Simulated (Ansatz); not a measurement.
# La on Ti(0001): change of the work function, part 5 of 5

Wanted: Δφ(θ) for La/Ti(0001), starting from the top site.

Ansatz 0.2.0; plane-wave DFT, PBE, Ansatz PAW.

So far, work function, upper face (eV): step 2 (the clean slab) 4.37; step 4 (adsorbate added, k-mesh 6×6×1, coverage 0.25 ML) 2.49; step 6 (the slab at 0.25 ML, atoms frozen) 2.49; step 7 (the substrate of the 0.25 ML cell alone) 4.27; step 8 (the adsorbate layer of the 0.25 ML cell alone) 3.09.

## Step 10: Varying the input

This step: plane-wave DFT, PBE, Ansatz PAW (Ansatz 0.2.0).

System of this step: La/Ti(0001). The cell holds 17 atoms: 16 Ti and 1 La. Cell: a = 5.900 Å, b = 5.900 Å, c = 28.775 Å, α = 90.0°, β = 90.0°, γ = 60.0°. Vacuum lies along c.

An input spoilt on purpose, to show how the run answers: it repeats the earlier run at 0.25 ML with kpoints.mp_grid.grid from [6, 6, 1] to [1, 1, 1], and scf.max_iter set to 50; its output block differs too.

The input, input.yaml:

```yaml
crystal:
  lattice:
    - [5.9, 0.0, 0.0]
    - [2.95, 5.1095498824, 0.0]
    - [0.0, 0.0, 28.7747788335]
  atoms:
    - { symbol: Ti, position: [0.3333333333, 0.3333333333, 0.312773907] }
    - { symbol: Ti, position: [0.0, 0.0, 0.3941750539] }
    - { symbol: Ti, position: [0.3333333333, 0.3333333333, 0.4779395189] }
    - { symbol: Ti, position: [0.0, 0.0, 0.5533067318] }
    - { symbol: Ti, position: [0.3333333333, 0.8333333333, 0.312773907] }
    - { symbol: Ti, position: [0.0, 0.5, 0.3941750539] }
    - { symbol: Ti, position: [0.3333333333, 0.8333333333, 0.4779395189] }
    - { symbol: Ti, position: [0.0, 0.5, 0.5533067318] }
    - { symbol: Ti, position: [0.8333333333, 0.3333333333, 0.312773907] }
    - { symbol: Ti, position: [0.5, 0.0, 0.3941750539] }
    - { symbol: Ti, position: [0.8333333333, 0.3333333333, 0.4779395189] }
    - { symbol: Ti, position: [0.5, 0.0, 0.5533067318] }
    - { symbol: Ti, position: [0.8333333333, 0.8333333333, 0.312773907] }
    - { symbol: Ti, position: [0.5, 0.5, 0.3941750539] }
    - { symbol: Ti, position: [0.8333333333, 0.8333333333, 0.4779395189] }
    - { symbol: Ti, position: [0.5, 0.5, 0.5533067318] }
    - { symbol: La, position: [0.0, 0.0, 0.687226093] }
kpoints:
  mp_grid: { grid: [1, 1, 1] }
hamiltonian:
  xc: pbe
scf:
  occupations: { method: fermi_dirac, width: 0.1 }
  convergence: { dr2_threshold: 1.0e-08 }
  max_iter: 50
efield:
  axis: 3
  dipole_correction: true
  ramp_position: 0.97
  ramp_width: 0.06
relax:
  f_tol: 0.02
  max_steps: 60
  constraints: [{ sites: [0, 1, 4, 5, 8, 9, 12, 13] }]
output:
  bader: true
  dos: { projected: true, e_range: [-8, 4] }
  write_potential: true
  write_density: true
  volumetric_format: npy
```

Started as:

```
> ansatz run input.yaml --threads 4 --pin off --max-ram 12288MiB --backend cpu --events-out ev --progress --plain --runs-dir out
```

Numbers of over 12 decimals in the logs are rounded to 6 here.

What it wrote:

```text
[...]
Crystal: 17 atoms, lattice volume = 867.454 Å³
Basis set: ecut = 420 eV, 16801 PW (Γ), exchange–correlation on 80×80×400 points (8 copies of the dense FFT grid, shifted against one another)
Bands: 122, of which v1, the nominal top of the filled ones, is band 102 counted from 1 (101 counted from 0)
Symmetry: 6 space group operations
[...]
k-points: 1
[...]
SCF iter   1: F=—  HF=-46245.895564 eV  |F-HF|=—  |Δ(HF+E_count)|=         —  Δρ=1.08e-1  dr2=7.34e2  ethr=1.77e-3  p=0.306 e·Å  D=6.39e-2 V/Å  ΔV_dip=-1.84 eV  dr2_dipole=3.46e2  V_vac-E_F(+/−)=2.19/4.03 eV  ⟨swp⟩=19.0  Hψ=1532  notcnv=0
[...]
SCF iter  17: F=-46243.015376 eV  HF=-46243.015376 eV  |F-HF|=8.22e-10  |Δ(HF+E_count)|=   2.17e-9  Δρ=1.88e-7  dr2=9.44e-10  ethr=4.93e-12  p=0.320 e·Å  D=6.67e-2 V/Å  ΔV_dip=-1.92 eV  dr2_dipole=1.81e-10  V_vac-E_F(+/−)=2.99/4.91 eV  ⟨swp⟩=10.0  Hψ=760  notcnv=0
SCF 1 converged in 17 iterations: F = -46243.015376 eV  dr2 = 9.44e-10
[...]
relax step   1: F+E_penalty+E_count = -46243.01537580 eV  Δ(F+E_penalty+E_count) = +0.000e0 eV  max|allowed force component| = 1.622e0 eV/Å  Δτ_max = 0.0000 Å  (17 SCF iters, accepted)
Bands: 142, of which v1, the nominal top of the filled ones, is band 102 counted from 1 (101 counted from 0)
[...]
SCF iter   1: F=—  HF=-46244.214740 eV  |F-HF|=—  |Δ(HF+E_count)|=         —  Δρ=9.57e-3  dr2=7.96e0  ethr=3.10e-3  p=0.320 e·Å  D=6.67e-2 V/Å  ΔV_dip=-1.92 eV  dr2_dipole=1.25e0  V_vac-E_F(+/−)=2.98/4.90 eV  ⟨swp⟩=5.0  Hψ=405  notcnv=0
[...]
SCF iter  14: F=-46243.943162 eV  HF=-46243.943162 eV  |F-HF|=1.31e-9  |Δ(HF+E_count)|=   3.94e-9  Δρ=4.59e-7  dr2=4.52e-9  ethr=4.93e-12  p=0.338 e·Å  D=7.05e-2 V/Å  ΔV_dip=-2.03 eV  dr2_dipole=8.07e-10  V_vac-E_F(+/−)=2.86/4.89 eV  ⟨swp⟩=11.0  Hψ=910  notcnv=0
SCF 2 converged in 14 iterations: F = -46243.943162 eV  dr2 = 4.52e-9
relax step   2: F+E_penalty+E_count = -46243.94316176 eV  Δ(F+E_penalty+E_count) = -9.278e-1 eV  max|allowed force component| = 1.495e0 eV/Å  Δτ_max = 0.1909 Å  (14 SCF iters, accepted)
SCF iter   1: F=—  HF=-46244.970262 eV  |F-HF|=—  |Δ(HF+E_count)|=         —  Δρ=9.33e-3  dr2=1.24e1  ethr=3.10e-3  p=0.338 e·Å  D=7.05e-2 V/Å  ΔV_dip=-2.03 eV  dr2_dipole=4.18e0  V_vac-E_F(+/−)=2.88/4.91 eV  ⟨swp⟩=5.0  Hψ=390  notcnv=0
[...]
SCF iter  16: F=-46244.685664 eV  HF=-46244.685664 eV  |F-HF|=1.73e-9  |Δ(HF+E_count)|=  2.98e-10  Δρ=3.23e-7  dr2=1.71e-9  ethr=4.93e-12  p=0.374 e·Å  D=7.81e-2 V/Å  ΔV_dip=-2.25 eV  dr2_dipole=3.03e-10  V_vac-E_F(+/−)=2.66/4.91 eV  ⟨swp⟩=9.0  Hψ=816  notcnv=0
SCF 3 converged in 16 iterations: F = -46244.685664 eV  dr2 = 1.71e-9
[...]
relax step   3: F+E_penalty+E_count = -46244.68566416 eV  Δ(F+E_penalty+E_count) = -7.425e-1 eV  max|allowed force component| = 1.560e0 eV/Å  Δτ_max = 0.1962 Å  (16 SCF iters, accepted)
[...]
relax step   4: F+E_penalty+E_count = -46245.31685924 eV  Δ(F+E_penalty+E_count) = -6.312e-1 eV  max|allowed force component| = 2.054e0 eV/Å  Δτ_max = 0.1961 Å  (15 SCF iters, accepted)
[...]
relax step   5: F+E_penalty+E_count = -46245.90732736 eV  Δ(F+E_penalty+E_count) = -5.905e-1 eV  max|allowed force component| = 1.907e0 eV/Å  Δτ_max = 0.1957 Å  (13 SCF iters, accepted)
[...]
relax step   6: F+E_penalty+E_count = -46246.32855973 eV  Δ(F+E_penalty+E_count) = -4.212e-1 eV  max|allowed force component| = 9.921e-1 eV/Å  Δτ_max = 0.1977 Å  (13 SCF iters, accepted)
[...]
relax step   7: F+E_penalty+E_count = -46246.47071228 eV  Δ(F+E_penalty+E_count) = -1.422e-1 eV  max|allowed force component| = 5.635e-1 eV/Å  Δτ_max = 0.1932 Å  (13 SCF iters, accepted)
[...]
relax step   8: F+E_penalty+E_count = -46246.47130861 eV  Δ(F+E_penalty+E_count) = -5.963e-4 eV  max|allowed force component| = 5.158e-1 eV/Å  Δτ_max = 0.1490 Å  (13 SCF iters, accepted)
SCF iter   1: F=—  HF=-46246.513454 eV  |F-HF|=—  |Δ(HF+E_count)|=         —  Δρ=3.79e-3  dr2=5.11e-1  ethr=2.07e-3  p=0.332 e·Å  D=6.93e-2 V/Å  ΔV_dip=-1.99 eV  dr2_dipole=1.26e-1  V_vac-E_F(+/−)=3.01/5.00 eV  ⟨swp⟩=4.0  Hψ=238  notcnv=0
[...]
SCF iter  11: F=-46246.489942 eV  HF=-46246.489942 eV  |F-HF|=2.15e-9  |Δ(HF+E_count)|=   9.39e-9  Δρ=6.62e-7  dr2=9.69e-9  ethr=4.93e-12  p=0.327 e·Å  D=6.82e-2 V/Å  ΔV_dip=-1.96 eV  dr2_dipole=3.94e-10  V_vac-E_F(+/−)=3.03/4.99 eV  ⟨swp⟩=12.0  Hψ=964  notcnv=0
SCF 9 converged in 11 iterations: F = -46246.489942 eV  dr2 = 9.69e-9
relax step   9: F+E_penalty+E_count = -46246.48994244 eV  Δ(F+E_penalty+E_count) = -1.863e-2 eV  max|allowed force component| = 1.273e-2 eV/Å  Δτ_max = 0.0686 Å  (11 SCF iters, accepted)
[...]
SCF converged after 11 iterations
Free energy (F): -46246.489942 eV
[...]
Internal energy: -46245.551116 eV  (E = F + TS)
E sigma→0 (E₀):  -46246.020529 eV
Entropy (-TS):   -0.938827 eV (-55.225 meV/atom)
Fermi energy:    2.562095 eV
Dipole field:    D = 0.068240 V/Å  (p = 0.327134 e·Å, saw-weighted, corrected)
Work function:   Φ+ = 3.0273 eV   Φ− = 4.9909 eV
[...]
--- Forces (eV/Å), atoms counted from 1 ---
  atom   1  Ti    -0.00000000    -0.00000000    -0.84603856
  atom   2  Ti     0.00000000    -0.00000000     0.83800851
  atom   3  Ti     0.00000000     0.00000000     0.00154730
  atom   4  Ti     0.00000000     0.00000000     0.01273050
  atom   5  Ti     0.00166365    -0.00096051    -0.82426874
  atom   6  Ti     0.00782482    -0.00451766     0.83088993
  atom   7  Ti     0.00183989    -0.00106226     0.00033569
  atom   8  Ti    -0.00278112     0.00160568    -0.00959326
  atom   9  Ti    -0.00000000     0.00192102    -0.82426874
  atom  10  Ti     0.00000000     0.00903533     0.83088993
  atom  11  Ti     0.00000000     0.00212453     0.00033569
  atom  12  Ti    -0.00000000    -0.00321136    -0.00959326
  atom  13  Ti    -0.00166365    -0.00096051    -0.82426874
  atom  14  Ti    -0.00782482    -0.00451766     0.83088993
  atom  15  Ti    -0.00183989    -0.00106226     0.00033569
  atom  16  Ti     0.00278112     0.00160568    -0.00959326
  atom  17  La     0.00000000    -0.00000000     0.00170839
  max |Σ_I F_I| component: 4.70e-5 eV/Å
--- Band table (eV) ---
  k-point 0: bands = [... 98 lower, 2.3380, 2.5051, 2.5449, 2.5449, 2.5681, 2.6909, 2.8428, 2.8428, ... 36 higher]
--- Relaxed structure (9 steps of the walk, 9 accepted, 0 SCFs on fresh bases) ---
  F+E_penalty+E_count = -46246.48994244 eV   max|allowed force component| = 1.273e-2 eV/Å
  atoms:
    - { symbol: Ti, position: [0.333333, 0.333333, 0.312773907] }
    - { symbol: Ti, position: [0, 0, 0.394175] }
    - { symbol: Ti, position: [0.333333, 0.333333, 0.484447] }
    - { symbol: Ti, position: [1.0608233308765213e-17, 0, 0.570274] }
    - { symbol: Ti, position: [0.333333, 0.833333, 0.312773907] }
    - { symbol: Ti, position: [0.0, 0.5, 0.394175] }
    - { symbol: Ti, position: [0.333277, 0.833361, 0.483666] }
    - { symbol: Ti, position: [0.00775432, 0.496123, 0.574900] }
    - { symbol: Ti, position: [0.833333, 0.333333, 0.312773907] }
    - { symbol: Ti, position: [0.5, 0, 0.394175] }
    - { symbol: Ti, position: [0.833361, 0.333277, 0.483666] }
    - { symbol: Ti, position: [0.496123, 0.00775432, 0.574900] }
    - { symbol: Ti, position: [0.833333, 0.833333, 0.312773907] }
    - { symbol: Ti, position: [0.500000, 0.5, 0.394175] }
    - { symbol: Ti, position: [0.833361, 0.833361, 0.483666] }
    - { symbol: Ti, position: [0.496123, 0.496123, 0.574900] }
    - { symbol: La, position: [-1.8801267410046568e-17, 0, 0.657155] }
--- Bader charges: 17 sites ---
  site symbol  charge [e]  shift [e]
     0     Ti     -0.1043     0.0000
     1     Ti      0.1169     0.0000
     2     Ti      0.0176     0.0000
     3     Ti     -0.4614     0.0001
     4     Ti     -0.0965     0.0000
     5     Ti      0.1149     0.0000
     6     Ti      0.0133     0.0000
     7     Ti     -0.0167     0.0000
     8     Ti     -0.0965     0.0000
     9     Ti      0.1149     0.0000
    10     Ti      0.0133     0.0000
    11     Ti     -0.0167     0.0000
    12     Ti     -0.0965     0.0000
    13     Ti      0.1149     0.0000
    14     Ti      0.0133     0.0000
    15     Ti     -0.0167     0.0000
    16     La      0.3863     0.0001
  estimated error of the sums over rays = 5.4e-4 e
```

Wall time 55 s (4 threads of Arm Neoverse V2, shared host); peak memory 0.83 GiB.

| quantity | this run | earlier run | difference |
| --- | --- | --- | --- |
| work function, upper face (eV) | 3.027 | 2.493 | 0.53 |
| work function, lower face (eV) | 4.991 | 4.416 | 0.58 |
| dipole along the normal (e·Å) | 0.3271 | 0.3203 | 0.0068 |

What moves beyond 0.01 in its unit (for the dipole 0.5 % and 5e-5 e·Å): work function, lower face (+0.575 eV), work function, upper face (+0.534 eV) and dipole along the normal (+0.00684 e·Å).

The fault (one k-point for a small cell) shows in the results, which are not taken further.

## Step 11: A changed input: kpoints.mp_grid.shift = [0.5, 0.5, 0.0]

System of this step: Ti(0001). The cell holds 4 atoms: 4 Ti. Its edges and angles: a = 2.950 Å, b = 2.950 Å, c = 25.027 Å, α = 90.0°, β = 90.0°, γ = 60.0°. Vacuum lies along c.

Another changed input: it repeats the earlier run at 0 ML with kpoints.mp_grid.shift to [0.5, 0.5, 0.0].

The input, input.yaml:

```yaml
crystal:
  lattice:
    - [2.95, 0.0, 0.0]
    - [1.475, 2.5547749412, 0.0]
    - [0.0, 0.0, 25.0269]
  atoms:
    - { symbol: Ti, position: [0.6666666667, 0.6666666667, 0.3596130564] }
    - { symbol: Ti, position: [0.0, 0.0, 0.4532043521] }
    - { symbol: Ti, position: [0.6666666667, 0.6666666667, 0.5467956479] }
    - { symbol: Ti, position: [0.0, 0.0, 0.6403869436] }
kpoints:
  mp_grid: { grid: [12, 12, 1], shift: [0.5, 0.5, 0.0] }
hamiltonian:
  xc: pbe
scf:
  occupations: { method: fermi_dirac, width: 0.1 }
  convergence: { dr2_threshold: 1.0e-08 }
efield:
  axis: 3
  dipole_correction: true
  ramp_position: 0.97
  ramp_width: 0.06
relax:
  f_tol: 0.02
  max_steps: 60
  constraints: [{ sites: [0, 1] }]
output:
  write_potential: true
  write_density: true
  volumetric_format: npy
```

What it wrote:

```text
Warning: crystal.symmetry: narrowed to the stabiliser of the k-point mesh — unitary ops 6 → 2; excluded 4 operations that carry a point of the 12×12×1 mesh (shift [0.5, 0.5, 0]) off the mesh (the run samples exactly the mesh kpoints.mp_grid names, as under crystal.symmetry.detect: false, and its converged state has the mesh's symmetry, not the crystal's; ε∞, the Born charges and the force constants of a linear response (`dielectric:` by the response, `phonons.method: dfpt`) are averaged over those of the crystal's operations that the state keeps within a tolerance, where `mesh_tensors`, `unaveraged_element` or `gamma_mean_max_change_ev_ang2` stands beside them; [rest of the remark cut]
[...]
Crystal: 4 atoms, lattice volume = 188.617 Å³
Basis set: ecut = 420 eV, 3611 PW (Γ), exchange–correlation on 40×40×360 points (8 copies of the dense FFT grid, shifted against one another)
Bands: 29, of which v1, the nominal top of the filled ones, is band 24 counted from 1 (23 counted from 0)
Symmetry: 2 space group operations
k-points: 42 of 144 (time reversal used)
[...]
SCF iter   1: F=—  HF=-9996.826538 eV  |F-HF|=—  |Δ(HF+E_count)|=         —  Δρ=6.20e-3  dr2=3.83e-1  ethr=1.77e-3  p=0.000 e·Å  D=5.72e-14 V/Å  ΔV_dip=-0.00 eV  dr2_dipole=1.11e-5  V_vac-E_F(+/−)=4.09/4.09 eV  ⟨swp⟩=6.8  Hψ=12321  notcnv=0
[...]
SCF iter   9: F=-9996.819041 eV  HF=-9996.819041 eV  |F-HF|=5.01e-9  |Δ(HF+E_count)|=   1.23e-8  Δρ=1.29e-6  dr2=3.09e-9  ethr=2.08e-11  p=0.000 e·Å  D=2.07e-6 V/Å  ΔV_dip=-0.00 eV  dr2_dipole=3.91e-11  V_vac-E_F(+/−)=4.41/4.41 eV  ⟨swp⟩=7.9  Hψ=9238  notcnv=0
SCF 1 converged in 9 iterations: F = -9996.819041 eV  dr2 = 3.09e-9
[...]
relax step   1: F+E_penalty+E_count = -9996.81904078 eV  Δ(F+E_penalty+E_count) = +0.000e0 eV  max|allowed force component| = 6.168e-1 eV/Å  Δτ_max = 0.0000 Å  (9 SCF iters, accepted)
Bands: 34, of which v1, the nominal top of the filled ones, is band 24 counted from 1 (23 counted from 0)
[...]
SCF iter   1: F=—  HF=-9997.022666 eV  |F-HF|=—  |Δ(HF+E_count)|=         —  Δρ=1.56e-2  dr2=3.34e0  ethr=3.10e-3  p=0.000 e·Å  D=9.10e-7 V/Å  ΔV_dip=-0.00 eV  dr2_dipole=2.23e-1  V_vac-E_F(+/−)=4.45/4.45 eV  ⟨swp⟩=4.8  Hψ=4100  notcnv=0
[...]
SCF iter  11: F=-9996.858623 eV  HF=-9996.858623 eV  |F-HF|=1.03e-9  |Δ(HF+E_count)|=   6.40e-9  Δρ=4.71e-7  dr2=6.38e-10  ethr=2.08e-11  p=0.005 e·Å  D=4.33e-3 V/Å  ΔV_dip=-0.11 eV  dr2_dipole=1.89e-12  V_vac-E_F(+/−)=4.32/4.43 eV  ⟨swp⟩=8.8  Hψ=7540  notcnv=0
SCF 2 converged in 11 iterations: F = -9996.858623 eV  dr2 = 6.38e-10
[...]
relax step   2: F+E_penalty+E_count = -9996.85862269 eV  Δ(F+E_penalty+E_count) = -3.958e-2 eV  max|allowed force component| = 4.409e-1 eV/Å  Δτ_max = 0.1976 Å  (11 SCF iters, accepted)
[...]
SCF iter   9: F=-9996.875893 eV  HF=-9996.875893 eV  |F-HF|=6.97e-9  |Δ(HF+E_count)|=   2.75e-8  Δρ=1.67e-6  dr2=7.45e-9  ethr=2.08e-11  p=0.002 e·Å  D=2.07e-3 V/Å  ΔV_dip=-0.05 eV  dr2_dipole=9.21e-10  V_vac-E_F(+/−)=4.37/4.42 eV  ⟨swp⟩=8.6  Hψ=10044  notcnv=0
SCF 3 converged in 9 iterations: F = -9996.875893 eV  dr2 = 7.45e-9
relax step   3: F+E_penalty+E_count = -9996.87589265 eV  Δ(F+E_penalty+E_count) = -1.727e-2 eV  max|allowed force component| = 1.283e-2 eV/Å  Δτ_max = 0.0917 Å  (9 SCF iters, accepted)
[...]
SCF converged after 9 iterations
Free energy (F): -9996.875893 eV
[...]
Internal energy: -9996.623765 eV  (E = F + TS)
E sigma→0 (E₀):  -9996.749829 eV
Entropy (-TS):   -0.252128 eV (-63.032 meV/atom)
Fermi energy:    2.290682 eV
Dipole field:    D = 0.002109 V/Å  (p = 0.002198 e·Å, saw-weighted, corrected)
Work function:   Φ+ = 4.3701 eV   Φ− = 4.4228 eV
[...]
--- Forces (eV/Å), atoms counted from 1 ---
  atom   1  Ti    -0.00150005    -0.00086605     0.61123269
  atom   2  Ti     0.00166482     0.00096119    -0.59058397
  atom   3  Ti     0.00046588     0.00026897    -0.00778273
  atom   4  Ti    -0.00063111    -0.00036437    -0.01282881
  max |Σ_I F_I| component: 3.72e-5 eV/Å
--- Band table (eV; the first three rows and the last of 42) ---
  k-point 0: bands = [... 20 lower, 2.0380, 2.2808, 2.6724, 2.7366, 2.9247, 2.9642, 2.9946, 3.0375, ... 6 higher]
  k-point 1: bands = [... 20 lower, 1.9348, 2.2017, 2.4238, 2.6023, 2.7584, 2.8615, 3.0519, 3.1212, ... 6 higher]
  k-point 2: bands = [... 20 lower, 1.6562, 1.9177, 2.0474, 2.3507, 2.4568, 2.7081, 2.9721, 3.2183, ... 6 higher]
  k-point 41: bands = [... 20 lower, 0.9380, 1.2826, 1.5912, 2.3855, 2.6433, 2.8904, 3.1433, 3.3403, ... 6 higher]
--- Relaxed structure (3 steps of the walk, 3 accepted, 0 SCFs on fresh bases) ---
  F+E_penalty+E_count = -9996.87589265 eV   max|allowed force component| = 1.283e-2 eV/Å
  atoms:
    - { symbol: Ti, position: [0.666667, 0.666667, 0.3596130564] }
    - { symbol: Ti, position: [0.0, 0.0, 0.4532043521] }
    - { symbol: Ti, position: [0.666347, 0.666347, 0.549530] }
    - { symbol: Ti, position: [-0.000105639, -0.000105639, 0.636153] }
```

It took 20 s on 4 threads; peak memory 0.58 GiB.

The steps of the relaxation:

| step | energy less that of the first step (eV) | largest force component (eV/Å) |
| --- | --- | --- |
| 1 | 0.0000 | 0.6168 |
| 2 | -0.0396 | 0.4409 |
| 3 | -0.0569 | 0.0128 |

The atoms that moved most (Å):

| atom | dx | dy | dz | length |
| --- | --- | --- | --- | --- |
| Ti4 | 0.000 | 0.000 | -0.106 | 0.106 |
| Ti3 | -0.001 | -0.001 | 0.068 | 0.068 |

Final coordinates:

```xyz
4
Lattice="2.9500 0.0000 0.0000 1.4750 2.5548 0.0000 0.0000 0.0000 25.0269" Properties=species:S:1:pos:R:3
Ti    2.9500    1.7032    9.0000
Ti    0.0000    0.0000   11.3423
Ti    2.9486    1.7024   13.7530
Ti   -0.0005   -0.0003   15.9209
```

Numbers from this step:

| Property | Result |
| --- | --- |
| energy at zero smearing | -9996.7498 eV |
| work function, upper face | 4.370 eV |
| work function, lower face | 4.423 eV |
| dipole along the normal | 0.002198 e·Å |
| step between the vacuum levels | -0.05278 eV |

| quantity | this run | earlier run | difference |
| --- | --- | --- | --- |
| work function, upper face (eV) | 4.370 | 4.373 | -0.0028 |
| work function, lower face (eV) | 4.423 | 4.423 | -5.4e-4 |
| dipole along the normal (e·Å) | 0.002198 | 0.002103 | 9.5e-5 |

What moves beyond 0.01 in its unit (for the dipole 0.5 % and 5e-5 e·Å): dipole along the normal (+9.5e-05 e·Å).

## Step 12: What came out

```
work function of the clean face                                                           : 4.37 eV
work function at 0.11 ML                                                                  : 2.96 eV
work function at 0.25 ML                                                                  : 2.49 eV
dipole per adsorbate at 0.11 ML, positive end outwards                                    : 2.53 D
step of the potential from the moved charge at 0.25 ML, upper less lower side, atoms held : -1.77 eV
```

**Reading.** La lowers the work function of Ti(0001) at the lowest coverage, by 1.41 eV: the adsorbate layer has its positive end outwards. The slab has 4 layers, at the tabulated experimental lattice constant, one starting site was run, and quantum-size effects of a slab this thin can reach one or two tenths of an eV. The main runs have no spin polarisation; a magnetic state could lie lower and would change these results.

[Logs are printed without paths, hosts, clocks, repeated set-up lines and the standing remarks that a program may print on its own settings, such as how far it seeks lower states.]

[Hosts, paths, dates, database ids (printed as entryN), source tags and the programs' standing remarks are cut or masked in the printed files.]

[Maps of the electrostatic potential energy from Ansatz leave out the sawtooth potential of an applied field or a dipole correction, so their vacuum need not be flat; planar profiles and work functions include it.]
